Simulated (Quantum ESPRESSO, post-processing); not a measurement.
# K(100), 5 layers: vacuum convergence, part 3 of 3

Wanted: the cheapest sound input for K(100), 5 layers, from a series that sets result against time.

Quantum ESPRESSO 7.5; plane-wave DFT, PBE, GBRV ultrasoft pseudopotentials.

So far. Step 9 (Potential by pp.x): Counted from each run's own zero (the Fermi level), the vacuum level differs from the first run's by +11 meV.

## 10. Ground state: 10 Å of vacuum (continued)

The program's own clock; routines nest. Time by routine:

```csv
routine,wall time (s),calls
PWSCF,31.83,1
electrons,30.75,1
c_bands,20.5,20
cegterg,19.75,120
h_psi,13.99,643
fftw,11.62,25518
vloc_psi,10.99,643
sum_band,4.96,20
newd,2.62,21
mix_rho,2.18,20
calbec,1.99,787
h_psi:calbec,1.48,643
add_vuspsi,1.47,643
s_psi,1.46,643
```

## 11. Electrostatic potential

File c8.pot.in:

```
&inputpp
  prefix = 'c8'
  outdir = './out'
  filplot = 'c8.pot.dat'
  plot_num = 11
/
```

The run is started by

```sh
OMP_NUM_THREADS=1 mpirun -n 4 pp.x -in c8.pot.in > c8.pot.out
```

The job ended after 0.94 s (4 MPI ranks of Arm Neoverse V2, shared host; peak memory 0.17 GiB; 3.5 s of CPU time).

This step gave:

| Property | Result |
| --- | --- |
| potential in the middle of the vacuum, over the Fermi level | 2.273 eV |

Counted from each run's own zero (the Fermi level), the vacuum level differs from the first run's by +43 meV.

## 12. Ground state: 8 Å of vacuum

File c10.in:

```
&control
  prefix = 'c10'
  outdir = './out'
  pseudo_dir = './pseudo'
  calculation = 'scf'
  tprnfor = .true.
/
&system
  ibrav = 0
  nat = 5
  ntyp = 1
  ecutwfc = 40
  ecutrho = 200
  occupations = 'smearing'
  smearing = 'mv'
  degauss = 0.02
/
&electrons
  conv_thr = 1e-07
  mixing_beta = 0.4
  electron_maxstep = 120
  mixing_mode = 'local-TF'
/
ATOMIC_SPECIES
  K   39.0983  k_pbe_v1.4.uspp.F.UPF
CELL_PARAMETERS angstrom
  5.23000000000000 0.00000000000000 0.00000000000000
  0.00000000000000 5.23000000000000 0.00000000000000
  0.00000000000000 0.00000000000000 18.46000000000000
ATOMIC_POSITIONS crystal
  K   0.000000000000 0.000000000000 0.216684723727
  K   0.500000000000 0.500000000000 0.358342361863
  K   0.000000000000 0.000000000000 0.500000000000
  K   0.500000000000 0.500000000000 0.641657638137
  K   0.000000000000 0.000000000000 0.783315276273
K_POINTS automatic
  4 4 1 0 0 0
```

The run is started by

```sh
OMP_NUM_THREADS=1 mpirun -n 4 pw.x -nk 1 -in c10.in > c10.out
```

The log of the run:

```text
[banner, memory and clock lines left out]
Program PWSCF v.7.5 starts
[...]
Message from routine setup:
[...]
number of electrons       =        45.00
     number of Kohn-Sham states=           28
     kinetic-energy cutoff     =      40.0000  Ry
     charge density cutoff     =     200.0000  Ry
[...]
number of k points=     6  Marzari-Vanderbilt smearing, width (Ry)=  0.0200
[...]
Dense  grid:   162889 G-vectors     FFT dimensions: (  45,  45, 160)
[...]
negative rho (up, down):  4.856E-07 0.000E+00
     Starting wfcs are   40 randomized atomic wfcs
[...]
negative rho (up, down):  1.411E-06 0.000E+00
[...]
estimated scf accuracy    <       0.98840691 Ry
[...]
negative rho (up, down):  2.471E-04 0.000E+00
[...]
estimated scf accuracy    <       0.68307444 Ry
[...]
negative rho (up, down):  3.142E-03 0.000E+00
[...]
estimated scf accuracy    <       0.19111885 Ry
[...]
negative rho (up, down):  1.075E-04 0.000E+00
[...]
estimated scf accuracy    <       0.96153838 Ry
[...]
negative rho (up, down):  3.319E-05 0.000E+00
[...]
estimated scf accuracy    <       0.03490653 Ry
[...]
estimated scf accuracy    <       0.03922518 Ry
[...]
estimated scf accuracy    <       0.00932338 Ry
[...]
estimated scf accuracy    <       0.00137769 Ry
[...]
estimated scf accuracy    <       0.00006168 Ry
[...]
estimated scf accuracy    <       0.00063132 Ry
[...]
estimated scf accuracy    <       0.00004156 Ry
[...]
estimated scf accuracy    <       0.00000566 Ry
[...]
estimated scf accuracy    <       0.00000363 Ry
[...]
estimated scf accuracy    <       0.00000047 Ry
[...]
estimated scf accuracy    <       0.00000093 Ry
[...]
estimated scf accuracy    <       0.00000014 Ry
[...]
the Fermi energy is     0.7040 ev
!    total energy              =    -284.91037682 Ry
     estimated scf accuracy    <       0.00000002 Ry
     smearing contrib. (-TS)   =      -0.00166407 Ry
     internal energy E=F+TS    =    -284.90871275 Ry
[...]
one-electron contribution =    -327.31011126 Ry
     hartree contribution      =     163.57270892 Ry
     xc contribution           =     -44.78261571 Ry
     ewald contribution        =     -76.38869470 Ry
     convergence has been achieved in  17 iterations
[...]
Total force =     0.003413     Total SCF correction =     0.000164
[...]
```

Elapsed: 25 s, on 4 MPI ranks; peak memory 0.74 GiB.

Read from the output:

* free energy: -3876.4032 eV
* Fermi energy: 0.704 eV

The program's own clock; routines nest. Time by routine:

```csv
routine,wall time (s),calls
PWSCF,24.84,1
electrons,23.86,1
c_bands,16.45,17
cegterg,15.88,102
h_psi,11.19,608
fftw,9.24,22328
vloc_psi,8.76,608
sum_band,3.83,17
newd,2.04,18
calbec,1.6,734
h_psi:calbec,1.2,608
add_vuspsi,1.19,608
mix_rho,1.18,17
s_psi,1.18,608
```

## 13. Electrostatic potential

File c10.pot.in:

```
&inputpp
  prefix = 'c10'
  outdir = './out'
  filplot = 'c10.pot.dat'
  plot_num = 11
/
```

The run is started by

```sh
OMP_NUM_THREADS=1 mpirun -n 4 pp.x -in c10.pot.in > c10.pot.out
```

Wall time 0.91 s (4 MPI ranks); peak memory 0.16 GiB.

Numbers from this step:

* potential in the middle of the vacuum, over the Fermi level: 2.403 eV

Counted from each run's own zero (the Fermi level), the vacuum level differs from the first run's by +173 meV.

## 14. The series side by side

All levels:

```csv
level,vacuum level over the Fermi level (eV),its change from the first (meV),energy from the first (meV an atom),SCF iterations,wall time (s),peak memory (GiB),CPU time (s)
24 Å of vacuum,2.23,0,0,29,73.5,1.19,293.6
18 Å of vacuum,2.229,-0.1179,0.2773,25,57.94,1.13,231.4
14 Å of vacuum,2.232,2.777,0.06011,27,48.13,0.98,192.1
12 Å of vacuum,2.241,11.23,-0.2165,19,36.31,0.75,144.9
10 Å of vacuum,2.273,43.18,-1.262,20,32.35,0.85,129.1
8 Å of vacuum,2.403,173.1,-6.028,17,25.36,0.74,101.1
```

## 15. Results

- vacuum level over the Fermi level, 24 Å of vacuum: 2.230 eV
- cheapest step of the main series that, with all steps before it, keeps the vacuum level within 20 meV of the first: 12 Å of vacuum: +11 meV, 2.4 min of CPU time against 4.9 min
- setting with the largest shift of the level: 8 Å of vacuum: +173 meV

What this shows: The cheapest step of the main series that, with all steps before it, keeps the vacuum level within 20 meV of the first is 12 Å of vacuum: +11 meV, 2.4 min of CPU time against 4.9 min. Over the series the energy moves by up to 6.03 meV an atom and the vacuum level by up to 173 meV. The level is read in the middle of the vacuum, where a short gap still holds the tails of both faces. The times come from a shared host and are rough. Peak memory is sampled during the run and can miss the peak. The geometry is as built, not relaxed.

[Logs are printed without paths, hosts, clocks, repeated set-up lines and the standing remarks that a program may print on its own settings, such as how far it seeks lower states.]

[Hosts, paths, dates, database ids (printed as entryN), source tags and the programs' standing remarks are cut or masked in the printed files.]

[Maps of the electrostatic potential energy from Ansatz leave out the sawtooth potential of an applied field or a dipole correction, so their vacuum need not be flat; planar profiles and work functions include it.]
